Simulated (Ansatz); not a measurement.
# Cs on Al(111): change of the work function, part 3 of 3

Wanted: Δφ(θ) for Cs/Al(111), starting from the fcc site.

Ansatz 0.2.0; plane-wave DFT, PBE, Ansatz PAW.

So far, work function, upper face (eV): step 2 (the clean slab) 4.02; step 3 (17 atoms, coverage 0.25 ML, cell 2x2) 1.89.

### Step 4. Adsorbate added, k-mesh 4×4×1, coverage 0.111 ML

System of this step: Cs/Al(111). The cell holds 37 atoms: 36 Al and 1 Cs. Its edges and angles: a = 8.591 Å, b = 8.591 Å, c = 28.334 Å, α = 90.0°, β = 90.0°, γ = 60.0°. Vacuum lies along c.

Another coverage, to see how the dipoles act on each other as their distance changes.

The input, input.yaml:

```yaml
crystal:
  lattice:
    - [8.5913473915, 0.0, 0.0]
    - [4.2956736957, 7.4403250937, 0.0]
    - [0.0, 0.0, 28.333914194]
  atoms:
    - { symbol: Al, position: [0.0, 0.0, 0.3176405469] }
    - { symbol: Al, position: [0.1111111111, 0.1111111111, 0.4001659817] }
    - { symbol: Al, position: [0.2222222222, 0.2222222222, 0.4808357789] }
    - { symbol: Al, position: [0.0, 0.0, 0.5631947678] }
    - { symbol: Al, position: [0.0, 0.3333333333, 0.3176405469] }
    - { symbol: Al, position: [0.1111111111, 0.4444444444, 0.4001659817] }
    - { symbol: Al, position: [0.2222222222, 0.5555555556, 0.4808357789] }
    - { symbol: Al, position: [0.0, 0.3333333333, 0.5631947678] }
    - { symbol: Al, position: [0.0, 0.6666666667, 0.3176405469] }
    - { symbol: Al, position: [0.1111111111, 0.7777777778, 0.4001659817] }
    - { symbol: Al, position: [0.2222222222, 0.8888888889, 0.4808357789] }
    - { symbol: Al, position: [0.0, 0.6666666667, 0.5631947678] }
    - { symbol: Al, position: [0.3333333333, 0.0, 0.3176405469] }
    - { symbol: Al, position: [0.4444444444, 0.1111111111, 0.4001659817] }
    - { symbol: Al, position: [0.5555555556, 0.2222222222, 0.4808357789] }
    - { symbol: Al, position: [0.3333333333, 0.0, 0.5631947678] }
    - { symbol: Al, position: [0.3333333333, 0.3333333333, 0.3176405469] }
    - { symbol: Al, position: [0.4444444444, 0.4444444444, 0.4001659817] }
    - { symbol: Al, position: [0.5555555556, 0.5555555556, 0.4808357789] }
    - { symbol: Al, position: [0.3333333333, 0.3333333333, 0.5631947678] }
    - { symbol: Al, position: [0.3333333333, 0.6666666667, 0.3176405469] }
    - { symbol: Al, position: [0.4444444444, 0.7777777778, 0.4001659817] }
    - { symbol: Al, position: [0.5555555556, 0.8888888889, 0.4808357789] }
    - { symbol: Al, position: [0.3333333333, 0.6666666667, 0.5631947678] }
    - { symbol: Al, position: [0.6666666667, 0.0, 0.3176405469] }
    - { symbol: Al, position: [0.7777777778, 0.1111111111, 0.4001659817] }
    - { symbol: Al, position: [0.8888888889, 0.2222222222, 0.4808357789] }
    - { symbol: Al, position: [0.6666666667, 0.0, 0.5631947678] }
    - { symbol: Al, position: [0.6666666667, 0.3333333333, 0.3176405469] }
    - { symbol: Al, position: [0.7777777778, 0.4444444444, 0.4001659817] }
    - { symbol: Al, position: [0.8888888889, 0.5555555556, 0.4808357789] }
    - { symbol: Al, position: [0.6666666667, 0.3333333333, 0.5631947678] }
    - { symbol: Al, position: [0.6666666667, 0.6666666667, 0.3176405469] }
    - { symbol: Al, position: [0.7777777778, 0.7777777778, 0.4001659817] }
    - { symbol: Al, position: [0.8888888889, 0.8888888889, 0.4808357789] }
    - { symbol: Al, position: [0.6666666667, 0.6666666667, 0.5631947678] }
    - { symbol: Cs, position: [0.1111111111, 0.1111111111, 0.6823594531] }
kpoints:
  mp_grid: { grid: [4, 4, 1] }
hamiltonian:
  xc: pbe
scf:
  occupations: { method: fermi_dirac, width: 0.1 }
  convergence: { dr2_threshold: 1.0e-08 }
efield:
  axis: 3
  dipole_correction: true
  ramp_position: 0.97
  ramp_width: 0.06
relax:
  f_tol: 0.02
  max_steps: 60
  constraints:
    - { sites: [0, 1, 4, 5, 8, 9, 12, 13, 16, 17, 20, 21, 24, 25, 28, 29, 32, 33] }
output:
  write_potential: true
  write_density: true
  volumetric_format: npy
```

On the command line:

```console
$ ansatz run input.yaml --threads 2 --pin off --max-ram 3072MiB --backend cpu --events-out ev --progress --plain --runs-dir out
```

Numbers of over 12 decimals in the logs are rounded to 6 here.

Output:

```text
[...]
Crystal: 37 atoms, lattice volume = 1811.172 Å³
Basis set: ecut = 420 eV, 35429 PW (Γ), exchange–correlation on 120×120×384 points (8 copies of the dense FFT grid, shifted against one another)
Bands: 96, of which v1, the nominal top of the filled ones, is band 59 counted from 1 (58 counted from 0)
Symmetry: 6 space group operations
[...]
k-points: 4 of 16 (time reversal used)
[...]
SCF iter   1: F=—  HF=-25015.247707 eV  |F-HF|=—  |Δ(HF+E_count)|=         —  Δρ=1.61e-3  dr2=1.62e0  ethr=1.77e-3  p=1.127 e·Å  D=1.13e-1 V/Å  ΔV_dip=-3.19 eV  dr2_dipole=1.09e0  V_vac-E_F(+/−)=0.78/3.97 eV  ⟨swp⟩=19.2  Hψ=3884  notcnv=0  defer=4
[...]
SCF iter  10: F=-25015.124285 eV  HF=-25015.124285 eV  |F-HF|=2.22e-10  |Δ(HF+E_count)|=   2.27e-8  Δρ=1.92e-7  dr2=3.54e-9  ethr=8.55e-12  p=0.933 e·Å  D=9.32e-2 V/Å  ΔV_dip=-2.64 eV  dr2_dipole=2.03e-10  V_vac-E_F(+/−)=1.43/4.07 eV  ⟨swp⟩=10.0  Hψ=2940  notcnv=0
SCF 1 converged in 10 iterations: F = -25015.124285 eV  dr2 = 3.54e-9
[...]
relax step   1: F+E_penalty+E_count = -25015.12428497 eV  Δ(F+E_penalty+E_count) = +0.000e0 eV  max|allowed force component| = 1.848e-1 eV/Å  Δτ_max = 0.0000 Å  (10 SCF iters, accepted)
[...]
SCF iter   7: F=-25015.144068 eV  HF=-25015.144068 eV  |F-HF|=6.25e-9  |Δ(HF+E_count)|=   5.16e-8  Δρ=3.07e-7  dr2=4.14e-9  ethr=8.55e-12  p=0.926 e·Å  D=9.25e-2 V/Å  ΔV_dip=-2.62 eV  dr2_dipole=3.00e-10  V_vac-E_F(+/−)=1.45/4.07 eV  ⟨swp⟩=10.8  Hψ=2664  notcnv=0
SCF 2 converged in 7 iterations: F = -25015.144068 eV  dr2 = 4.14e-9
relax step   2: F+E_penalty+E_count = -25015.14406766 eV  Δ(F+E_penalty+E_count) = -1.978e-2 eV  max|allowed force component| = 1.462e-1 eV/Å  Δτ_max = 0.0496 Å  (7 SCF iters, accepted)
SCF iter   1: F=—  HF=-25015.153147 eV  |F-HF|=—  |Δ(HF+E_count)|=         —  Δρ=4.00e-4  dr2=8.43e-3  ethr=3.10e-4  p=0.926 e·Å  D=9.25e-2 V/Å  ΔV_dip=-2.62 eV  dr2_dipole=1.12e-3  V_vac-E_F(+/−)=1.46/4.08 eV  ⟨swp⟩=3.8  Hψ=951  notcnv=0  defer=3
[...]
SCF iter   8: F=-25015.152287 eV  HF=-25015.152287 eV  |F-HF|=6.18e-10  |Δ(HF+E_count)|=   1.87e-8  Δρ=1.24e-7  dr2=1.34e-9  ethr=8.55e-12  p=0.903 e·Å  D=9.02e-2 V/Å  ΔV_dip=-2.56 eV  dr2_dipole=1.08e-10  V_vac-E_F(+/−)=1.52/4.08 eV  ⟨swp⟩=9.8  Hψ=2472  notcnv=0
SCF 3 converged in 8 iterations: F = -25015.152287 eV  dr2 = 1.34e-9
relax step   3: F+E_penalty+E_count = -25015.15228678 eV  Δ(F+E_penalty+E_count) = -8.219e-3 eV  max|allowed force component| = 7.470e-3 eV/Å  Δτ_max = 0.0992 Å  (8 SCF iters, accepted)
[...]
SCF converged after 8 iterations
Free energy (F): -25015.152287 eV
[...]
Internal energy: -25014.594270 eV  (E = F + TS)
E sigma→0 (E₀):  -25014.873279 eV
Entropy (-TS):   -0.558016 eV (-15.082 meV/atom)
Fermi energy:    1.033554 eV
Dipole field:    D = 0.090192 V/Å  (p = 0.902746 e·Å, saw-weighted, corrected)
Work function:   Φ+ = 1.5220 eV   Φ− = 4.0775 eV
[...]
--- Forces (eV/Å), atoms counted from 1 ---
  atom   1  Al     0.00120697     0.00069685    -0.01787058
  atom   2  Al     0.00000000    -0.00000000     0.00783534
  atom   3  Al    -0.00174052    -0.00100489    -0.00221047
  atom   4  Al    -0.00052509    -0.00030316    -0.00699591
  atom   5  Al     0.00000000    -0.00139369    -0.01787058
  atom   6  Al     0.00960428     0.01404480     0.02567278
  atom   7  Al    -0.00013450     0.00007766     0.00201240
  atom   8  Al    -0.00000000     0.00060632    -0.00699591
  atom   9  Al    -0.00626601     0.00361769    -0.01847010
  atom  10  Al    -0.00736101    -0.01533995     0.02567278
  atom  11  Al    -0.00000000     0.00200978    -0.00221047
  atom  12  Al    -0.00182177     0.00105180    -0.00747036
  atom  13  Al    -0.00120697     0.00069685    -0.01787058
  atom  14  Al     0.01696530     0.00129515     0.02567278
  atom  15  Al     0.00000000    -0.00015531     0.00201240
  atom  16  Al     0.00052509    -0.00030316    -0.00699591
  atom  17  Al    -0.00353011    -0.00203811    -0.01475672
  atom  18  Al     0.00000000    -0.00000000     0.03995112
  atom  19  Al     0.00013450     0.00007766     0.00201240
  atom  20  Al     0.00090657     0.00052341    -0.00027882
  atom  21  Al    -0.00000000     0.00407622    -0.01475672
  atom  22  Al     0.00736101    -0.01533995     0.02567278
  atom  23  Al    -0.00441509     0.00254905     0.00390746
  atom  24  Al     0.00000000    -0.00104682    -0.00027882
  atom  25  Al     0.00000000    -0.00723537    -0.01847010
  atom  26  Al    -0.01696530     0.00129515     0.02567278
  atom  27  Al     0.00174052    -0.00100489    -0.00221047
  atom  28  Al     0.00000000    -0.00210360    -0.00747036
  atom  29  Al     0.00353011    -0.00203811    -0.01475672
  atom  30  Al    -0.00960428     0.01404480     0.02567278
  atom  31  Al     0.00000000    -0.00509811     0.00390746
  atom  32  Al    -0.00090657     0.00052341    -0.00027882
  atom  33  Al     0.00626601     0.00361769    -0.01847010
  atom  34  Al     0.00000000    -0.00000000    -0.02176626
  atom  35  Al     0.00441509     0.00254905     0.00390746
  atom  36  Al     0.00182177     0.00105180    -0.00747036
  atom  37  Cs     0.00000000    -0.00000000     0.00633706
  max |Σ_I F_I| component: 5.31e-6 eV/Å
--- Band table (eV) ---
  k-point 0: bands = [... 55 lower, 0.4123, 0.6426, 0.6426, 0.6525, 0.6611, 0.6611, 0.6708, 1.3648, ... 33 higher]
  k-point 1: bands = [... 55 lower, 0.7217, 0.7278, 0.8303, 0.8360, 0.8569, 0.9596, 0.9801, 1.5248, ... 33 higher]
  k-point 2: bands = [... 55 lower, 1.0022, 1.0307, 1.1169, 1.2625, 1.2869, 1.2939, 1.2945, 1.8901, ... 33 higher]
  k-point 3: bands = [... 55 lower, 0.8626, 1.1126, 1.1201, 1.2884, 1.3519, 1.4150, 1.4553, 1.4691, ... 33 higher]
--- Relaxed structure (3 steps of the walk, 3 accepted, 0 SCFs on fresh bases) ---
  F+E_penalty+E_count = -25015.15228678 eV   max|allowed force component| = 7.470e-3 eV/Å
  atoms:
[...]
- { symbol: Al, position: [0.111111, 0.111111, 0.400166] }
    - { symbol: Al, position: [0.222883, 0.222883, 0.480949] }
    - { symbol: Al, position: [-0.00102781, -0.00102781, 0.562046] }
    - { symbol: Al, position: [1.1111084274872951e-11, 0.333333, 0.3176405469] }
    - { symbol: Al, position: [0.111111, 0.444444, 0.400166] }
    - { symbol: Al, position: [0.222409, 0.555462, 0.481867] }
    - { symbol: Al, position: [-0.00102781, 0.335389, 0.562046] }
    - { symbol: Al, position: [-2.2222224060897133e-11, 0.666667, 0.3176405469] }
    - { symbol: Al, position: [0.111111, 0.777778, 0.400166] }
    - { symbol: Al, position: [0.222883, 0.887568, 0.480949] }
    - { symbol: Al, position: [4.878909424965716e-5, 0.666642, 0.564897] }
    - { symbol: Al, position: [0.333333, 1.1111113280699722e-11, 0.3176405469] }
    - { symbol: Al, position: [0.444444, 0.111111, 0.400166] }
    - { symbol: Al, position: [0.555462, 0.222409, 0.481867] }
    - { symbol: Al, position: [0.335389, -0.00102781, 0.562046] }
    - { symbol: Al, position: [0.333333, 0.333333, 0.3176405469] }
    - { symbol: Al, position: [0.444444, 0.444444, 0.400166] }
    - { symbol: Al, position: [0.555462, 0.555462, 0.481867] }
    - { symbol: Al, position: [0.333154, 0.333154, 0.565353] }
    - { symbol: Al, position: [0.333333, 0.666667, 0.3176405469] }
    - { symbol: Al, position: [0.444444, 0.777778, 0.400166] }
    - { symbol: Al, position: [0.556830, 0.888252, 0.481315] }
    - { symbol: Al, position: [0.333154, 0.667024, 0.565353] }
    - { symbol: Al, position: [0.666667, -2.2222204306928902e-11, 0.3176405469] }
    - { symbol: Al, position: [0.777778, 0.111111, 0.400166] }
    - { symbol: Al, position: [0.887568, 0.222883, 0.480949] }
    - { symbol: Al, position: [0.666642, 4.8789094249645736e-5, 0.564897] }
    - { symbol: Al, position: [0.666667, 0.333333, 0.3176405469] }
    - { symbol: Al, position: [0.777778, 0.444444, 0.400166] }
    - { symbol: Al, position: [0.888252, 0.556830, 0.481315] }
    - { symbol: Al, position: [0.667024, 0.333154, 0.565353] }
    - { symbol: Al, position: [0.666667, 0.666667, 0.3176405469] }
    - { symbol: Al, position: [0.777778, 0.777778, 0.400166] }
    - { symbol: Al, position: [0.888252, 0.888252, 0.481315] }
    - { symbol: Al, position: [0.666642, 0.666642, 0.564897] }
    - { symbol: Cs, position: [0.111111, 0.111111, 0.677108] }
```

Run time: 2.1 min. Hardware: 2 threads of Arm Neoverse V1, shared host; peak memory 2.2 GiB.

Relaxation path:

| step | energy less that of the first step (eV) | largest force component (eV/Å) |
| --- | --- | --- |
| 1 | 0.0000 | 0.1848 |
| 2 | -0.0198 | 0.1462 |
| 3 | -0.0280 | 0.0075 |

The run keeps the 6 symmetry operations that it works with, so distortions that break them were not tested.

The atoms that moved most (Å):

| atom | dx | dy | dz | length |
| --- | --- | --- | --- | --- |
| Cs37 | 0.000 | 0.000 | -0.149 | 0.149 |
| Al32 | 0.002 | -0.001 | 0.061 | 0.061 |
| Al24 | 0.000 | 0.003 | 0.061 | 0.061 |
| Al20 | -0.002 | -0.001 | 0.061 | 0.061 |
| Al28 | 0.000 | 0.000 | 0.048 | 0.048 |
| Al36 | 0.000 | 0.000 | 0.048 | 0.048 |
| Al12 | 0.000 | 0.000 | 0.048 | 0.048 |
| Al8 | 0.000 | 0.015 | -0.033 | 0.036 |

The relaxed structure:

```
Al Cs
1.0
     8.59135    0.00000    0.00000
     4.29567    7.44033    0.00000
     0.00000    0.00000   28.33391
Al Cs
36 1
Direct
  0.00000 0.00000 0.31764
  0.11111 0.11111 0.40017
  0.22288 0.22288 0.48095
  0.99897 0.99897 0.56205
  0.00000 0.33333 0.31764
  0.11111 0.44444 0.40017
  0.22241 0.55546 0.48187
  0.99897 0.33539 0.56205
  0.00000 0.66667 0.31764
  0.11111 0.77778 0.40017
  0.22288 0.88757 0.48095
  0.00005 0.66664 0.56490
  0.33333 0.00000 0.31764
  0.44444 0.11111 0.40017
  0.55546 0.22241 0.48187
  0.33539 0.99897 0.56205
  0.33333 0.33333 0.31764
  0.44444 0.44444 0.40017
  0.55546 0.55546 0.48187
  0.33315 0.33315 0.56535
  0.33333 0.66667 0.31764
  0.44444 0.77778 0.40017
  0.55683 0.88825 0.48131
  0.33315 0.66702 0.56535
  0.66667 0.00000 0.31764
  0.77778 0.11111 0.40017
  0.88757 0.22288 0.48095
  0.66664 0.00005 0.56490
  0.66667 0.33333 0.31764
  0.77778 0.44444 0.40017
  0.88825 0.55683 0.48131
  0.66702 0.33315 0.56535
  0.66667 0.66667 0.31764
  0.77778 0.77778 0.40017
  0.88825 0.88825 0.48131
  0.66664 0.66664 0.56490
  0.11111 0.11111 0.67711
```

Numbers from this step:

| Item | Value |
| --- | --- |
| energy at zero smearing | -25014.8733 eV |
| work function, upper face | 1.522 eV |
| work function, lower face | 4.077 eV |
| dipole along the normal | 0.9027 e·Å |
| step between the vacuum levels | -2.555 eV |

The relaxation took 3 steps and lowered the energy by 0.028 eV; the largest force on the free atoms ends at 0.0075 eV/Å.

The covered face has 1.52 eV, -2.50 eV against the clean one; the bare back face has moved by +0.06 eV, a measure of how thin the slab is.

### Step 5. Work function against coverage

This step: plane-wave DFT, PBE, Ansatz PAW; work function against coverage (Ansatz 0.2.0).

The runs are now put side by side.

Numbers from this step:

```
work function of the clean face     : 4.021 eV
largest change of the work function : -2.499 eV
```

The work function of the covered face by coverage:

| coverage (adsorbates/nm²) | work function of the covered face (eV) |
| --- | --- |
| 0.00 | 4.02 |
| 1.56 | 1.52 |
| 3.52 | 1.89 |

The dipole per adsorbate comes from the change of the cell's dipole. Coverage, by row:

| coverage (1/nm²) | coverage (ML) | work function (eV) | change (eV) | dipole per adsorbate, positive end outwards (debye) | mean height of the added atoms over the highest substrate atom (Å) |
| --- | --- | --- | --- | --- | --- |
| 1.564 | 0.1111 | 1.522 | -2.499 | 4.34 | 3.166 |
| 3.52 | 0.25 | 1.891 | -2.129 | 1.612 | 3.186 |

### Step 6. Summary of results

* work function of the clean face: 4.02 eV
* work function at 0.11 ML: 1.52 eV
* work function at 0.25 ML: 1.89 eV
* dipole per adsorbate at 0.11 ML, positive end outwards: 4.34 D

Cs lowers the work function of Al(111) at the lowest coverage, by 2.50 eV: the adsorbate layer has its positive end outwards. The slab has 4 layers, at the tabulated experimental lattice constant, one starting site was run, and quantum-size effects of a slab this thin can reach one or two tenths of an eV.

[Logs are printed without paths, hosts, clocks, repeated set-up lines and the standing remarks that a program may print on its own settings, such as how far it seeks lower states.]

[Hosts, paths, dates, database ids (printed as entryN), source tags and the programs' standing remarks are cut or masked in the printed files.]

[Maps of the electrostatic potential energy from Ansatz leave out the sawtooth potential of an applied field or a dipole correction, so their vacuum need not be flat; planar profiles and work functions include it.]
